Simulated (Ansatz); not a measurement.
# Changed inputs in constrained RPA: KCuCl3 (Pm-3m)

What does U in KCuCl3 (Pm-3m) depend on besides the window?

Program: Ansatz 0.2.0. Level of theory: constrained RPA on LDA, plane waves, PAW. Results are calculated unless marked as measured.

**1. The structure**

It takes space group Pm-3m (No. 221, cubic). The conventional cell has a = 4.798 Å, b = 4.798 Å, c = 4.798 Å, α = 90.00°, β = 90.00°, γ = 90.00°. Nearest to K lie 12 Cl at 3.39 Å. Cu has 6 Cl at 2.40 Å nearest. Cl has 2 Cu at 2.40 Å and 4 K at 3.39 Å nearest. Farther neighbours and most contacts between anions are not listed.

As a file:

```cif
data_structure
_symmetry_space_group_name_H-M 'Pm-3m'
_symmetry_Int_Tables_number 221
_cell_length_a 4.7981
_cell_length_b 4.7981
_cell_length_c 4.7981
_cell_angle_alpha 90.000
_cell_angle_beta 90.000
_cell_angle_gamma 90.000
_cell_volume 110.46
loop_
_atom_site_label
_atom_site_type_symbol
_atom_site_symmetry_multiplicity
_atom_site_Wyckoff_symbol
_atom_site_fract_x
_atom_site_fract_y
_atom_site_fract_z
_atom_site_occupancy
K1 K 1 a 0.00000 0.00000 0.00000 1
Cu1 Cu 1 b 0.50000 0.50000 0.50000 1
Cl1 Cl 3 c 0.00000 0.50000 0.50000 1
```

The cell and positions are those that the Materials Project relaxed with its own functionals (PBE, PBE+U or r2SCAN), kept fixed. The default PAW set here is soft_2. Its files were made with PBE.

**2. Base: Cu d + anion p, bands v14 to v1, 4×4×4 mesh, medium accuracy**

Constrained RPA screens the interaction with every transition except those inside the target bands, which a later many-body model would treat itself.

input.yaml reads:

```yaml
crystal:
  lattice:
    - [-4.79805202, 0.0, 0.0]
    - [0.0, 0.0, -4.79805202]
    - [0.0, -4.79805202, 0.0]
  atoms:
    - { symbol: K, position: [0.0, 0.0, 0.0] }
    - { symbol: Cu, position: [0.5, 0.5, 0.5] }
    - { symbol: Cl, position: [0.0, 0.5, 0.5] }
    - { symbol: Cl, position: [0.5, 0.0, 0.5] }
    - { symbol: Cl, position: [0.5, 0.5, 0.0] }
kpoints:
  mp_grid: { grid: [8, 8, 8] }
hamiltonian:
  xc: lda
scf:
  occupations: { method: gaussian, width: 0.08 }
  n_extra_bands: 19
  max_iter: 150
output:
  crpa:
    kmesh: [4, 4, 4]
    target_bands: [v14, v1]
    projections: [{ species: Cu, l: d, shell: 3 }, { species: Cl, l: p, shell: 3 }]
  local_orbitals:
    kmesh: [8, 8, 8]
    orbitals: [{ species: Cu, l: d, shell: 3 }, { species: Cl, l: p, shell: 3 }]
    window: { bands: [v14, v1] }
    seedname: lo
```

Command:

```
$ ansatz run input.yaml --threads 4 --pin off --max-ram 9216MiB --backend cpu --events-out ev --progress --plain --runs-dir out
```

Numbers of over 12 decimals in the logs are rounded to 6 here.

Output:

```text
scf.n_extra_bands = 19 over 25 filled bands (N_el = 49.0): the run solves 44 bands
Engine: ansatz 0.2.0, aarch64-unknown-linux-gnu
Pseudopotentials: kind: paw
Pseudopotential: K, paw, valence charge 9, recommended cutoff 420 eV (normal), K.paw.azcp
Pseudopotential: Cu, paw, valence charge 19, recommended cutoff 420 eV (normal), Cu.paw.azcp
Pseudopotential: Cl, paw, valence charge 7, recommended cutoff 420 eV (normal), Cl.paw.azcp
Functional definition: SPW92
  exchange = slater_x
  correlation = pw_c
Crystal: 5 atoms, lattice volume = 110.457 Å³
Basis set: ecut = 420 eV, 2109 PW (Γ)
Bands: 44, of which v1, the nominal top of the filled ones, is band 25 counted from 1 (24 counted from 0)
Symmetry: 48 space group operations
Space group: Pm-3m (ITA 221), of the structure as read, at distance tolerance 4.8e-5 Å
k-points: 35 of 512
Non-local potential: K, projectors of the file, l = 0: 3, l = 1: 2, l = 2: 2
Non-local potential: Cu, projectors of the file, l = 0: 3, l = 1: 2, l = 2: 3, l = 3: 1
Non-local potential: Cl, projectors of the file, l = 0: 2, l = 1: 2, l = 2: 2
PAW form: soft (Blöchl's): semilocal exchange-correlation on the pseudo side does not see the compensation charge
PAW frozen core: K, regenerated for the run's functional, and the local potential with it (the file was generated under x = pbe(κ = 0.804, μ = 0.219515), c = pbe(β = 0.066725))
PAW frozen core: Cu, regenerated for the run's functional, and the local potential with it (the file was generated under x = pbe(κ = 0.804, μ = 0.219515), c = pbe(β = 0.066725))
PAW frozen core: Cl, regenerated for the run's functional, and the local potential with it (the file was generated under x = pbe(κ = 0.804, μ = 0.219515), c = pbe(β = 0.066725))
PAW one-centre angular grid: K, 110 points (default); XC on 64 Gauss nodes
PAW one-centre angular grid: Cu, 590 points (default); XC on 64 Gauss nodes
PAW one-centre angular grid: Cl, 110 points (default); XC on 64 Gauss nodes
Initial density: superposition of atomic densities (neutral atoms: chi_scale 0, normalization atom), corrected by the library's trained network
Initial wavefunctions: pseudopotential atomic-orbital guess
Functional: x = slater, c = lda
SCF iter   1: F=—  HF=-11189.759987 eV  |F-HF|=—  |Δ(HF+E_count)|=         —  Δρ=7.85e-3  dr2=4.98e-2  ethr=1.77e-3  ⟨swp⟩=6.5  Hψ=7466  notcnv=0  defer=133
preconditioner: auto → LDOS  [metal: Δε(μ)=0.061 eV  Ē_g=15.346 eV  σ=0.080 eV  W_gap=0.40  n_scr=26 (ndim 8)  ℏωp=22.1 eV  f_vac=0.034  D(μ)=2.96/eV (n_scr^D=18)  β→1.0]
SCF iter   2: F=—  HF=-11189.758122 eV  |F-HF|=—  |Δ(HF+E_count)|=   1.87e-3  Δρ=8.96e-3  dr2=4.74e-2  ethr=1.02e-4  ⟨swp⟩=2.0  Hψ=2910  notcnv=0  defer=435
[...]
Fermi energy:    4.339475 eV
--- Per-component energies (eV) ---
  E_band       = -699.406428
  E_kinetic    = 1033.740805
  E_local      = -7596.141482  (includes V_loc(G=0)·N_el)
  E_nonlocal   = 504.074074
  E_hartree    = 3240.310044
  E_xc         = -537.766747
  E_vxc        = -640.740381  (∫ρ·V_xc dr)
  E_paw        = -4213.688697  (= ΣΔE_a)
  E_vpaw       = -480.955654  (= ΣTr[D̂ρ^β])
  E_aug_tail   = 0.000541  (compensation charges beyond the density's cutoff)
  E_ewald      = -3621.538748
  E_core_change = 1.278635  (= ΣΔE_core)
  E_smearing   = -0.009387  (= −TS)
  E_closure    = 0.000000  (closes the sum)
  Σ components = -11189.740962   (vs F -11189.740962, Δ=0.00e0)
--- Band table (eV; the first three rows and the last of 35) ---
  k-point 0: bands = [... 21 lower, 2.8008, 3.1898, 3.1898, 3.1898, 6.7610, 9.0162, 10.3753, 10.3753, ... 15 higher]
  k-point 1: bands = [... 21 lower, 2.8555, 3.1631, 3.1927, 3.1927, 7.0840, 9.2505, 10.5061, 10.5795, ... 15 higher]
  k-point 2: bands = [... 21 lower, 2.9341, 3.1746, 3.2063, 3.2063, 7.9381, 9.8659, 10.8543, 11.1149, ... 15 higher]
  k-point 34: bands = [... 21 lower, 3.7122, 3.7122, 5.1477, 5.1477, 10.1538, 10.4777, 10.4777, 10.4777, ... 15 higher]
--- cRPA (band scheme, projected local orbitals): target bands 12..25 (1-based), 14 Wannier function(s), 4×4×4 mesh, 50 bands' worth read of 55 solved, ecut_chi 136.0 eV, v(q+G=0) probe_charge, pair densities all_electron ---
  bands read: the sum over 50 bands ends inside a degenerate multiplet in 6 slots, whose members it reads at an even weight; the widest, k=1: bands 50 to 51 (counted from 1) at 1/2 each
  χ-basis size per q: N_G = 388..432
  window electrons = 27.0000, filled by tetrahedron_uncorrected; constrained ε̄⁻¹(q = 0, 0) head = 0.328346; min gauge Gram eig = 0.6935
  Kanamori averages over each shell's own Wannier functions (sites counted from 0, functions from 1):
  Each shell's averages of U are screened by what lies outside the whole window alone: parameters of one model of all the shells.
    Site 1, 3D, 5 of 5 d orbitals (Wannier functions 1, 2, 3, 4, 5; wannier90's mr 1, 2, 3, 4, 5):
      screened: U = 8.8819 eV, U' = 7.3044 eV, J = 0.7895 eV
      screened, to within: U = 3.2e-2 eV, U' = 3.2e-2 eV, J = 1.3e-3 eV
      bare: V = 27.3655 eV, V' = 25.4674 eV, J = 0.9471 eV
    Site 2, 3P, 3 of 3 p orbitals (Wannier functions 6, 7, 8; wannier90's mr 1, 2, 3):
      screened: U = 5.6260 eV, U' = 4.6086 eV, J = 0.4814 eV
      screened, to within: U = 7.5e-3 eV, U' = 7.4e-3 eV, J = 6.7e-4 eV
      bare: V = 13.5018 eV, V' = 12.0070 eV, J = 0.7068 eV
    Site 3, 3P, 3 of 3 p orbitals (Wannier functions 9, 10, 11; wannier90's mr 1, 2, 3):
      screened: U = 5.6260 eV, U' = 4.6086 eV, J = 0.4814 eV
      screened, to within: U = 7.5e-3 eV, U' = 7.4e-3 eV, J = 6.7e-4 eV
      bare: V = 13.5018 eV, V' = 12.0070 eV, J = 0.7068 eV
    Site 4, 3P, 3 of 3 p orbitals (Wannier functions 12, 13, 14; wannier90's mr 1, 2, 3):
      screened: U = 5.6260 eV, U' = 4.6086 eV, J = 0.4814 eV
      screened, to within: U = 7.5e-3 eV, U' = 7.4e-3 eV, J = 6.7e-4 eV
      bare: V = 13.5018 eV, V' = 12.0070 eV, J = 0.7068 eV
  Hermiticity witness max|P − P†| over intra, direct and exchange elements: 1.07e-14 eV (screened), 6.25e-17 eV (bare)
  Reality witness max|Im| over intra, direct and exchange elements: 3.87e-9 eV (screened), 2.18e-12 eV (bare)
[key lines of the parts left out:]
SCF converged after 8 iterations
Free energy (F): -11189.740962 eV
```

Elapsed: 5.9 min, on 4 threads of Arm Neoverse V1, shared host; peak memory 1 GiB; 23 min of CPU time.

The column dr2 measures how far the density is from self-consistency, as an energy; F and HF (Harris–Foulkes) agree once it is small.

This step gave:

* U: 8.882 eV
* U prime (inter-orbital): 7.304 eV
* J: 0.7895 eV
* bare V: 27.37 eV
* bare J: 0.9471 eV
* stated bound on U: 0.03139 eV
* U over bare V: 0.3246
* electrons in the window: 27.00
* head of the constrained inverse dielectric matrix: 0.3283
* least eigenvalue of the projection's overlap: 0.6935
* target functions: 14
* bands in the sums: 50
* r.m.s. miss of the model bands: 1.58e-5 eV
* width of the target bands: 7.137 eV
* weight of the projected orbitals in the window: 0.9674

On the Cu d shell, screening brings the on-site interaction from 27.4 eV down to U = 8.88 eV.

**3. Changed: 2×2×2 mesh**

input.yaml, the sections that differ from step 2:

```yaml
output:
  crpa:
    kmesh: [2, 2, 2]
    target_bands: [v14, v1]
    projections: [{ species: Cu, l: d, shell: 3 }, { species: Cl, l: p, shell: 3 }]
# crystal, kpoints, hamiltonian, scf: as in step 2
```

Output:

```text
[...]
Crystal: 5 atoms, lattice volume = 110.457 Å³
Basis set: ecut = 420 eV, 2109 PW (Γ)
Bands: 44, of which v1, the nominal top of the filled ones, is band 25 counted from 1 (24 counted from 0)
Symmetry: 48 space group operations
[...]
k-points: 35 of 512
[...]
SCF iter   1: F=—  HF=-11189.759987 eV  |F-HF|=—  |Δ(HF+E_count)|=         —  Δρ=7.85e-3  dr2=4.98e-2  ethr=1.77e-3  ⟨swp⟩=6.5  Hψ=7466  notcnv=0  defer=133
[...]
SCF iter   8: F=-11189.740962 eV  HF=-11189.740962 eV  |F-HF|=6.41e-9  |Δ(HF+E_count)|=   1.93e-7  Δρ=5.93e-6  dr2=1.34e-8  ethr=2.04e-10  ⟨swp⟩=8.7  Hψ=7432  notcnv=0
SCF 1 converged in 8 iterations: F = -11189.740962 eV  dr2 = 1.34e-8
[...]
NSCF: frozen V_eff on 4 k-points
[...]
cRPA screening: q 1/8
cRPA screening: q 2/8
cRPA screening: q 5/8 (q-point 4)
cRPA screening: q 8/8
SCF converged after 8 iterations
Free energy (F): -11189.740962 eV
[...]
χ-basis size per q: N_G = 388..432
[...]
screened: U = 8.8063 eV, U' = 7.2289 eV, J = 0.7889 eV
      screened, to within: U = 2.5e-2 eV, U' = 2.5e-2 eV, J = 1.2e-3 eV
      bare: V = 27.3839 eV, V' = 25.4866 eV, J = 0.9468 eV
    Site 2, 3P, 3 of 3 p orbitals (Wannier functions 6, 7, 8; wannier90's mr 1, 2, 3):
      screened: U = 5.5746 eV, U' = 4.5522 eV, J = 0.4833 eV
      screened, to within: U = 5.9e-3 eV, U' = 5.9e-3 eV, J = 6.5e-4 eV
      bare: V = 13.6187 eV, V' = 12.1185 eV, J = 0.7083 eV
    Site 3, 3P, 3 of 3 p orbitals (Wannier functions 9, 10, 11; wannier90's mr 1, 2, 3):
      screened: U = 5.5746 eV, U' = 4.5522 eV, J = 0.4833 eV
      screened, to within: U = 5.9e-3 eV, U' = 5.9e-3 eV, J = 6.5e-4 eV
      bare: V = 13.6187 eV, V' = 12.1185 eV, J = 0.7083 eV
    Site 4, 3P, 3 of 3 p orbitals (Wannier functions 12, 13, 14; wannier90's mr 1, 2, 3):
      screened: U = 5.5746 eV, U' = 4.5522 eV, J = 0.4833 eV
      screened, to within: U = 5.9e-3 eV, U' = 5.9e-3 eV, J = 6.5e-4 eV
      bare: V = 13.6187 eV, V' = 12.1185 eV, J = 0.7083 eV
[...]
[key lines of the parts left out:]
Fermi energy:    4.339475 eV
```

The job ended after 36 s (4 threads; peak memory 0.88 GiB; 2.2 min of CPU time).

This step gave:

* U: 8.806 eV
* U prime (inter-orbital): 7.229 eV
* J: 0.7889 eV
* bare V: 27.38 eV
* bare J: 0.9468 eV
* stated bound on U: 0.02434 eV
* U over bare V: 0.3216
* electrons in the window: 27
* head of the constrained inverse dielectric matrix: 0.3042
* least eigenvalue of the projection's overlap: 0.6935
* target functions: 14
* bands in the sums: 50
* width of the target bands: 7.137 eV
* weight of the projected orbitals in the window: 0.9674

On the Cu d shell, screening brings the on-site interaction from 27.4 eV down to U = 8.81 eV.

**4. Changed: sums over states**

input.yaml: that of step 3 with these lines changed.

```diff
@@ -21,4 +21,7 @@
   crpa:
-    kmesh: [2, 2, 2]
+    kmesh: [4, 4, 4]
     target_bands: [v14, v1]
     projections: [{ species: Cu, l: d, shell: 3 }, { species: Cl, l: p, shell: 3 }]
+    accuracy: sum_over_states
+    n_empty_bands: 50
+    ecut_chi: 70
```

Output:

```text
[...]
Crystal: 5 atoms, lattice volume = 110.457 Å³
Basis set: ecut = 420 eV, 2109 PW (Γ)
Bands: 44, of which v1, the nominal top of the filled ones, is band 25 counted from 1 (24 counted from 0)
Symmetry: 48 space group operations
[...]
k-points: 35 of 512
[...]
screened: U = 5.7885 eV, U' = 4.6654 eV, J = 0.5316 eV
      bare: V = 13.5018 eV, V' = 12.0070 eV, J = 0.7068 eV
    Site 3, 3P, 3 of 3 p orbitals (Wannier functions 9, 10, 11; wannier90's mr 1, 2, 3):
      screened: U = 5.7885 eV, U' = 4.6654 eV, J = 0.5316 eV
      bare: V = 13.5018 eV, V' = 12.0070 eV, J = 0.7068 eV
    Site 4, 3P, 3 of 3 p orbitals (Wannier functions 12, 13, 14; wannier90's mr 1, 2, 3):
      screened: U = 5.7885 eV, U' = 4.6654 eV, J = 0.5316 eV
      bare: V = 13.5018 eV, V' = 12.0070 eV, J = 0.7068 eV
[...]
[key lines of the parts left out:]
SCF converged after 8 iterations
Free energy (F): -11189.740962 eV
Fermi energy:    4.339475 eV
```

Wall time 40 s (4 threads); peak memory 0.87 GiB; 2.6 min of CPU time.

This variant gives U = 9.47 eV against 8.88 eV. It is a finite sum over empty states with no bound on its error and stays out of the table below.

**5. Changed: smooth pair densities**

input.yaml: that of step 4 with these lines changed.

```diff
@@ -24,4 +24,2 @@
     projections: [{ species: Cu, l: d, shell: 3 }, { species: Cl, l: p, shell: 3 }]
-    accuracy: sum_over_states
-    n_empty_bands: 50
-    ecut_chi: 70
+    pair_densities: pseudo
```

Output:

```text
[...]
Crystal: 5 atoms, lattice volume = 110.457 Å³
Basis set: ecut = 420 eV, 2109 PW (Γ)
Bands: 44, of which v1, the nominal top of the filled ones, is band 25 counted from 1 (24 counted from 0)
Symmetry: 48 space group operations
[...]
k-points: 35 of 512
[...]
screened, sum over states alone: U = 6.0625 eV, U' = 4.7923 eV, J = 0.5994 eV
      bare: V = 13.5018 eV, V' = 12.0070 eV, J = 0.7068 eV
    Site 4, 3P, 3 of 3 p orbitals (Wannier functions 12, 13, 14; wannier90's mr 1, 2, 3):
      screened: U = 5.6405 eV, U' = 4.6141 eV, J = 0.4856 eV
      screened, to within: U = 2.1e-3 eV, U' = 2.1e-3 eV, J = 2.0e-4 eV
      screened, sum over states alone: U = 6.0625 eV, U' = 4.7923 eV, J = 0.5994 eV
      bare: V = 13.5018 eV, V' = 12.0070 eV, J = 0.7068 eV
[...]
[key lines of the parts left out:]
SCF converged after 8 iterations
Free energy (F): -11189.740962 eV
Fermi energy:    4.339475 eV
```

Run time: 7.7 min. Hardware: 4 threads; peak memory 0.94 GiB.

This step gave:

| Item | Value |
| --- | --- |
| U | 9.008 eV |
| U prime (inter-orbital) | 7.289 eV |
| J | 0.8608 eV |
| bare V | 27.37 eV |
| bare J | 0.9471 eV |
| stated bound on U | 0.008402 eV |
| U over bare V | 0.3292 |
| electrons in the window | 27.00 |
| head of the constrained inverse dielectric matrix | 0.3290 |
| least eigenvalue of the projection's overlap | 0.6935 |
| target functions | 14 |
| bands in the sums | 50 |
| width of the target bands | 7.137 eV |
| weight of the projected orbitals in the window | 0.9674 |

On the Cu d shell, screening brings the on-site interaction from 27.4 eV down to U = 9.01 eV.

**6. Changed: volume +3 %**

The cell differs from the one that the last finished run ended in (a 4.798 → 4.846 Å, b 4.798 → 4.846 Å, c 4.798 → 4.846 Å).

input.yaml: that of step 5 with these lines changed.

```diff
@@ -2,5 +2,5 @@
   lattice:
-    - [-4.79805202, 0.0, 0.0]
-    - [0.0, 0.0, -4.79805202]
-    - [0.0, -4.79805202, 0.0]
+    - [-4.8455605753, 0.0, 0.0]
+    - [0.0, 0.0, -4.8455605753]
+    - [0.0, -4.8455605753, 0.0]
   atoms:
@@ -24,2 +24,6 @@
     projections: [{ species: Cu, l: d, shell: 3 }, { species: Cl, l: p, shell: 3 }]
-    pair_densities: pseudo
+  local_orbitals:
+    kmesh: [8, 8, 8]
+    orbitals: [{ species: Cu, l: d, shell: 3 }, { species: Cl, l: p, shell: 3 }]
+    window: { bands: [v14, v1] }
+    seedname: lo
```

Output:

```text
[...]
Crystal: 5 atoms, lattice volume = 113.771 Å³
Basis set: ecut = 420 eV, 2205 PW (Γ)
Bands: 44, of which v1, the nominal top of the filled ones, is band 25 counted from 1 (24 counted from 0)
Symmetry: 48 space group operations
[...]
k-points: 35 of 512
[...]
screened: U = 5.6432 eV, U' = 4.6266 eV, J = 0.4808 eV
      screened, to within: U = 7.5e-3 eV, U' = 7.5e-3 eV, J = 6.7e-4 eV
      bare: V = 13.4854 eV, V' = 11.9930 eV, J = 0.7056 eV
    Site 4, 3P, 3 of 3 p orbitals (Wannier functions 12, 13, 14; wannier90's mr 1, 2, 3):
      screened: U = 5.6432 eV, U' = 4.6266 eV, J = 0.4808 eV
      screened, to within: U = 7.5e-3 eV, U' = 7.5e-3 eV, J = 6.7e-4 eV
      bare: V = 13.4854 eV, V' = 11.9930 eV, J = 0.7056 eV
[...]
[key lines of the parts left out:]
SCF converged after 8 iterations
Free energy (F): -11189.654033 eV
Fermi energy:    3.968571 eV
```

It took 5.6 min on 4 threads; peak memory 1 GiB; 22 min of CPU time.

Numbers from this step:

- U: 8.938 eV
- U prime (inter-orbital): 7.358 eV
- J: 0.7909 eV
- bare V: 27.39 eV
- bare J: 0.9482 eV
- stated bound on U: 0.03178 eV
- U over bare V: 0.3263
- electrons in the window: 27
- head of the constrained inverse dielectric matrix: 0.3317
- least eigenvalue of the projection's overlap: 0.6931
- target functions: 14
- bands in the sums: 50
- r.m.s. miss of the model bands: 1.43e-5 eV
- width of the target bands: 6.875 eV
- weight of the projected orbitals in the window: 0.9678

On the Cu d shell, screening brings the on-site interaction from 27.4 eV down to U = 8.94 eV.

(Continued in part 2 of 2.)

[Paths, hosts, dates, memory and timing lines, banners, echoed tables and standing remarks are left out of the program output.]

[Logs are printed without paths, hosts, clocks, repeated set-up lines and the standing remarks that a program may print on its own settings, such as how far it seeks lower states.]

[Runs of the session that timed out or met a known fault of the program may be left out.]

[Hosts, paths, dates, database ids (printed as entryN), source tags and the programs' standing remarks are cut or masked in the printed files.]
